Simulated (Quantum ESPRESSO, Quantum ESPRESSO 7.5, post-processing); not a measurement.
## Nb(110), 5 layers against a metal electrode: a series in the charge of the slab

Wanted: a table for Nb(110), 5 layers against a metal electrode against the charge of the slab, and what can be fitted to it.

Main program and level: Quantum ESPRESSO 7.5; plane-wave DFT, PBE, GBRV ultrasoft pseudopotentials.

Report form: the programs' logs are mostly left out.

**1. The structure**

Symmetry: Im-3m, No. 229, cubic system. Conventional cell: a = 3.300 Å, b = 3.300 Å, c = 3.300 Å, α = 90.00°, β = 90.00°, γ = 90.00°. Nearest to Nb lie 8 Nb at 2.86 Å.

Set-up: The slab is relaxed neutral, then held. ESM with bc3: vacuum below and a metal electrode about 6 Å above the top atoms. Cold smearing of 0.02 Ry. Charges are set per cell from the starting area. The slabs take the lattice constants of the bulk relaxed by the same program.

Members 2, 3, 4.5, 6, 7 and 8 took the same steps and show in the table alone.

**2. Variable-cell relaxation of the reference**

The bulk crystal is relaxed in cell and atoms; the members are built on its lattice constants.

File ref.vc.in:

```
&control
  prefix = 'ref.vc'
  outdir = './out'
  pseudo_dir = './pseudo'
  nstep = 40
  forc_conv_thr = 0.0003
  calculation = 'vc-relax'
/
&system
  ibrav = 0
  nat = 1
  ntyp = 1
  ecutwfc = 50
  ecutrho = 250
  occupations = 'smearing'
  smearing = 'mv'
  degauss = 0.02
/
&electrons
  conv_thr = 1e-09
  mixing_beta = 0.4
  electron_maxstep = 120
/
&ions
/
&cell
  press_conv_thr = 0.3
/
ATOMIC_SPECIES
  Nb  92.9064  nb_pbe_v1.uspp.F.UPF
CELL_PARAMETERS angstrom
  -1.65000000000000 1.65000000000000 1.65000000000000
  1.65000000000000 -1.65000000000000 1.65000000000000
  1.65000000000000 1.65000000000000 -1.65000000000000
ATOMIC_POSITIONS crystal
  Nb  0.000000000000 0.000000000000 0.000000000000
K_POINTS automatic
  17 17 17 0 0 0
```

On the command line:

```sh
> OMP_NUM_THREADS=1 mpirun -n 4 pw.x -nk 4 -in ref.vc.in > ref.vc.out
```

Wall time 16 s (4 MPI ranks of Arm Neoverse V1, shared host); peak memory 0.23 GiB; 62 s of CPU time.

Step by step:

| step | energy less that of the first step (eV) | largest force (eV/Å) | volume (Å³) |
| --- | --- | --- | --- |
| 1 | 0.0000 | 0.0000 | 17.97 |
| 2 | -0.0004 | 0.0000 | 18.07 |
| 3 | -0.0004 | 0.0000 | 18.08 |
| 4 | -0.0005 | 0.0000 | 18.08 |

| conventional cell, symmetrised | before | after | change |
| --- | --- | --- | --- |
| a (Å) | 3.300 | 3.307 | +0.2 % |
| b (Å) | 3.300 | 3.307 | +0.2 % |
| c (Å) | 3.300 | 3.307 | +0.2 % |
| volume (Å³/atom) | 17.97 | 18.08 | +0.6 % |

The relaxed structure:

```cif
data_structure
_symmetry_space_group_name_H-M 'P 1'
_symmetry_Int_Tables_number 1
_cell_length_a 2.8639
_cell_length_b 2.8639
_cell_length_c 2.8639
_cell_angle_alpha 109.471
_cell_angle_beta 109.471
_cell_angle_gamma 109.471
_cell_volume 18.08
loop_
_atom_site_label
_atom_site_type_symbol
_atom_site_fract_x
_atom_site_fract_y
_atom_site_fract_z
_atom_site_occupancy
Nb1 Nb 0.00000 0.00000 0.00000 1
```

 The last row is no step: it is a fresh SCF in the final cell with a new plane-wave basis, -0 meV from the row before.

This step gave:

| Item | Value |
| --- | --- |
| free energy | -1604.5593 eV |
| Fermi energy | 17.89 eV |

**3. Relaxing the ions of the reference**

What the set-up leaves free in this member is relaxed.

System of this step: Nb(110), 5 layers. The cell holds 5 atoms: 5 Nb. Its edges and angles: a = 2.864 Å, b = 2.864 Å, c = 24.385 Å, α = 90.0°, β = 90.0°, γ = 70.5°. It derives from Nb. Vacuum lies along c.

File ref.relax.in:

```
&control
  prefix = 'ref.relax'
  outdir = './out'
  pseudo_dir = './pseudo'
  nstep = 40
  forc_conv_thr = 0.001
  calculation = 'relax'
/
&system
  ibrav = 0
  nat = 5
  ntyp = 1
  ecutwfc = 40
  ecutrho = 200
  occupations = 'smearing'
  smearing = 'mv'
  degauss = 0.02
/
&electrons
  conv_thr = 1e-08
  mixing_beta = 0.4
  electron_maxstep = 120
  mixing_mode = 'local-TF'
/
&ions
/
ATOMIC_SPECIES
  Nb  92.9064  nb_pbe_v1.uspp.F.UPF
CELL_PARAMETERS angstrom
  2.33832974876222 -1.65344882200000 0.00000000000000
  2.33832974876222 1.65344882200000 0.00000000000000
  0.00000000000000 0.00000000000000 24.38467192232160
ATOMIC_POSITIONS crystal
  Nb  0.000000000000 0.000000000000 0.308213146668
  Nb  0.500000000000 0.500000000000 0.404106573334
  Nb  0.000000000000 0.000000000000 0.500000000000 0 0 0
  Nb  0.500000000000 0.500000000000 0.595893426666
  Nb  0.000000000000 0.000000000000 0.691786853332
K_POINTS automatic
  12 12 1 0 0 0
```

On the command line:

```sh
> OMP_NUM_THREADS=1 mpirun -n 4 pw.x -nk 4 -in ref.relax.in > ref.relax.out
```

The job ended after 11 min (4 MPI ranks; peak memory 0.63 GiB; 45 min of CPU time).

Relaxation path:

| step | energy less that of the first step (eV) | largest force (eV/Å) |
| --- | --- | --- |
| 1 | 0.0000 | 0.3911 |
| 2 | -0.0107 | 0.3428 |
| 3 | -0.0200 | 0.2870 |
| 4 | -0.0296 | 0.1989 |
| 5 | -0.0352 | 0.0698 |
| 6 | -0.0355 | 0.0778 |
| 7 | -0.0360 | 0.0794 |
| 8 | -0.0369 | 0.0745 |
| 9 | -0.0380 | 0.0604 |
| 10 | -0.0391 | 0.0327 |
| 11 | -0.0395 | 0.0025 |

The atoms that moved most (Å):

| atom | dx | dy | dz | length |
| --- | --- | --- | --- | --- |
| Nb5 | 0.000 | 0.000 | -0.089 | 0.089 |
| Nb1 | 0.000 | 0.000 | 0.089 | 0.089 |
| Nb4 | 0.000 | 0.000 | 0.009 | 0.009 |
| Nb2 | 0.000 | 0.000 | -0.009 | 0.009 |

The relaxation lowers the energy by 8 meV an atom. On the free atoms the largest force ends at 0.003 eV/Å.

Numbers from this step:

```
free energy  : -8020.7574 eV
Fermi energy : 6.371 eV
```

**4. Self-consistent run, 0 ×10¹³ e/cm²**

A run under open boundaries on these atoms gives the vacuum levels.

File m2.esm.in:

```
&control
  prefix = 'm2.esm'
  outdir = './out'
  pseudo_dir = './pseudo'
  calculation = 'scf'
  tprnfor = .true.
/
&system
  ibrav = 0
  nat = 5
  ntyp = 1
  ecutwfc = 40
  ecutrho = 200
  occupations = 'smearing'
  smearing = 'mv'
  degauss = 0.02
  assume_isolated = 'esm'
  esm_bc = 'bc3'
  tot_charge = 0.0
/
&electrons
  conv_thr = 1e-08
  mixing_beta = 0.25
  electron_maxstep = 160
  mixing_mode = 'local-TF'
  mixing_ndim = 12
/
ATOMIC_SPECIES
  Nb  92.9064  nb_pbe_v1.uspp.F.UPF
CELL_PARAMETERS angstrom
  2.33832974876222 -1.65344882200000 0.00000000000000
  2.33832974876222 1.65344882200000 0.00000000000000
  0.00000000000000 0.00000000000000 24.38467192232160
ATOMIC_POSITIONS crystal
  Nb  0.000000000000 0.000000000000 -0.126635231442
  Nb  0.500000000000 0.500000000000 -0.034729174042
  Nb  0.000000000000 0.000000000000 0.061514052958
  Nb  0.500000000000 0.500000000000 0.157757279958
  Nb  0.000000000000 0.000000000000 0.249663337358
K_POINTS automatic
  12 12 1 0 0 0
```

On the command line:

```sh
> OMP_NUM_THREADS=1 mpirun -n 4 pw.x -nk 4 -in m2.esm.in > m2.esm.out
```

It took 3.9 min on 4 MPI ranks; peak memory 0.65 GiB.

This step gave:

* Fermi energy: -4.570 eV
* vacuum line at the lower end of the cell, over the Fermi level: 4.574 eV
* slope of the potential above: 6.61e-4 eV/Å
* vacuum line at the upper end of the cell, over the Fermi level: 4.570 eV

The potential energy, planar mean oscillates, so the rows of the table below give means over windows of 2.26 Å about each position, cut where the curve ends. Its maxima inside the range that stand out by 2 % of the span (Å: eV): -1.9: -1.89, 0.3: -1.03, 2.7: -1.06, 5.0: -1.83. Its minima: -3.0: -31.0, -0.8: -30.6, 1.5: -30.8, 3.8: -30.9, 6.1: -31.1.

Electrostatic potential energy of an electron; zero at the Fermi level. Potential energy, planar mean against z; means over each step:

| z (Å) | potential energy, planar mean (eV) |
| --- | --- |
| -11.06 | 4.57 |
| -8.80 | 4.57 |
| -6.54 | 4.50 |
| -4.28 | -4.83 |
| -2.02 | -14.6 |
| 0.24 | -13.0 |
| 2.50 | -13.1 |
| 4.76 | -14.5 |
| 7.02 | -8.74 |
| 9.28 | 4.44 |
| 11.54 | 4.57 |

Inside the slab this potential holds the local part of the pseudopotentials, which can be repulsive at the nuclei; only its value in the vacuum has a meaning of its own.

**5. Ground state, 1 ×10¹³ e/cm²**

m3.esm.in is the input of step 4 with these lines changed:

```diff
@@ -1,3 +1,3 @@
 &control
-  prefix = 'm2.esm'
+  prefix = 'm3.esm'
   outdir = './out'
@@ -18,3 +18,3 @@
   esm_bc = 'bc3'
-  tot_charge = 0.0
+  tot_charge = 0.0077
 /
@@ -26,2 +26,3 @@
   mixing_ndim = 12
+  startingpot = 'file'
 /
```

On the command line:

```sh
> cp -r out/m2.esm.save out/m3.esm.save
> OMP_NUM_THREADS=1 mpirun -n 4 pw.x -nk 4 -in m3.esm.in > m3.esm.out
```

Elapsed: 2.6 min, on 4 MPI ranks; peak memory 0.53 GiB.

This step gave:

| Property | Result |
| --- | --- |
| Fermi energy | -5.286 eV |
| vacuum line at the lower end of the cell, over the Fermi level | 4.569 eV |
| slope of the potential above | 0.1804 eV/Å |
| vacuum line at the upper end of the cell, over the Fermi level | 5.286 eV |

Inside the slab this potential holds the local part of the pseudopotentials, which can be repulsive at the nuclei; only its value in the vacuum has a meaning of its own.

**6. Self-consistent run, -1.5 ×10¹³ e/cm²**

m1.esm.in is the input of step 5 with these lines changed:

```diff
@@ -1,3 +1,3 @@
 &control
-  prefix = 'm3.esm'
+  prefix = 'm1.esm'
   outdir = './out'
@@ -18,3 +18,3 @@
   esm_bc = 'bc3'
-  tot_charge = 0.0077
+  tot_charge = -0.01155
 /
```

On the command line:

```sh
> cp -r out/m2.esm.save out/m1.esm.save
> OMP_NUM_THREADS=1 mpirun -n 4 pw.x -nk 4 -in m1.esm.in > m1.esm.out
```

The job ended after 3.6 min (4 MPI ranks; peak memory 0.64 GiB).

Numbers from this step:

| Quantity | Value |
| --- | --- |
| Fermi energy | -3.513 eV |
| vacuum line at the lower end of the cell, over the Fermi level | 4.566 eV |
| slope of the potential above | -0.2688 eV/Å |
| vacuum line at the upper end of the cell, over the Fermi level | 3.514 eV |

Inside the slab this potential holds the local part of the pseudopotentials, which can be repulsive at the nuclei; only its value in the vacuum has a meaning of its own.

**7. SCF with pw.x, -3 ×10¹³ e/cm²**

m0.esm.in is the input of step 6 with these lines changed:

```diff
@@ -1,3 +1,3 @@
 &control
-  prefix = 'm1.esm'
+  prefix = 'm0.esm'
   outdir = './out'
@@ -18,3 +18,3 @@
   esm_bc = 'bc3'
-  tot_charge = -0.01155
+  tot_charge = -0.0231
 /
```

On the command line:

```sh
> cp -r out/m1.esm.save out/m0.esm.save
> OMP_NUM_THREADS=1 mpirun -n 4 pw.x -nk 4 -in m0.esm.in > m0.esm.out
```

Run time: 3.6 min. Hardware: 4 MPI ranks; peak memory 0.64 GiB.

Read from the output:

- Fermi energy: -2.483 eV
- vacuum line at the lower end of the cell, over the Fermi level: 4.576 eV
- slope of the potential above: -0.5379 eV/Å
- vacuum line at the upper end of the cell, over the Fermi level: 2.484 eV

Inside the slab this potential holds the local part of the pseudopotentials, which can be repulsive at the nuclei; only its value in the vacuum has a meaning of its own.

**8. The series side by side**

The series in one table:

| the charge of the slab (positive: electrons removed) | electrode's level over the Fermi level (eV) | far face's level over the Fermi level (eV) | field in the gap (eV/Å) |
| --- | --- | --- | --- |
| -3 ×10¹³ e/cm² | 2.484 | 4.576 | -0.5379 |
| -1.5 ×10¹³ e/cm² | 3.514 | 4.566 | -0.2688 |
| 0 ×10¹³ e/cm² | 4.57 | 4.574 | 0.0006606 |
| 1 ×10¹³ e/cm² | 5.286 | 4.569 | 0.1804 |
| 2 ×10¹³ e/cm² | 6.009 | 4.578 | 0.3602 |
| 3 ×10¹³ e/cm² | 6.74 | 4.578 | 0.5401 |
| 4.5 ×10¹³ e/cm² | 7.847 | 4.572 | 0.8099 |
| 6 ×10¹³ e/cm² | 8.967 | 4.571 | 1.08 |
| 7 ×10¹³ e/cm² | 9.719 | 4.565 | 1.26 |
| 8 ×10¹³ e/cm² | 10.48 | 4.574 | 1.44 |

**9. Worked from the printed numbers**

Last interval: C = Δσ/ΔV = 0.00100 e/Å² / 0.758 V × 1602 = 2.11 µF/cm².

**10. What came out**

| Property | Result |
| --- | --- |
| mean capacitance at positive charge | 2.16 μF/cm² |
| effective gap ε₀/C | 4.09 Å |
| top atoms to electrode | 6.10 Å |

In words: The series holds 10 members; mean capacitance at positive charge: 2.16 μF/cm²; effective gap ε₀/C: 4.09 Å; top atoms to electrode: 6.10 Å (PBE, GBRV ultrasoft). Interval by interval C lies between 2.11 and 2.32 µF/cm². The far face's level moves by 0.01 eV over the series: the slab screens like a metal, and averaged over the positive charges the image plane lies 2.01 Å above the top atoms. Vacuum fills the gap; ions don't answer the charge; added electrons can spill towards the electrode at the most negative charges.

[Logs are printed without paths, hosts, clocks, repeated set-up lines and the standing remarks that a program may print on its own settings, such as how far it seeks lower states.]

[Hosts, paths, dates, database ids (printed as entryN), source tags and the programs' standing remarks are cut or masked in the printed files.]

[Maps of the electrostatic potential energy from Ansatz leave out the sawtooth potential of an applied field or a dipole correction, so their vacuum need not be flat; planar profiles and work functions include it.]
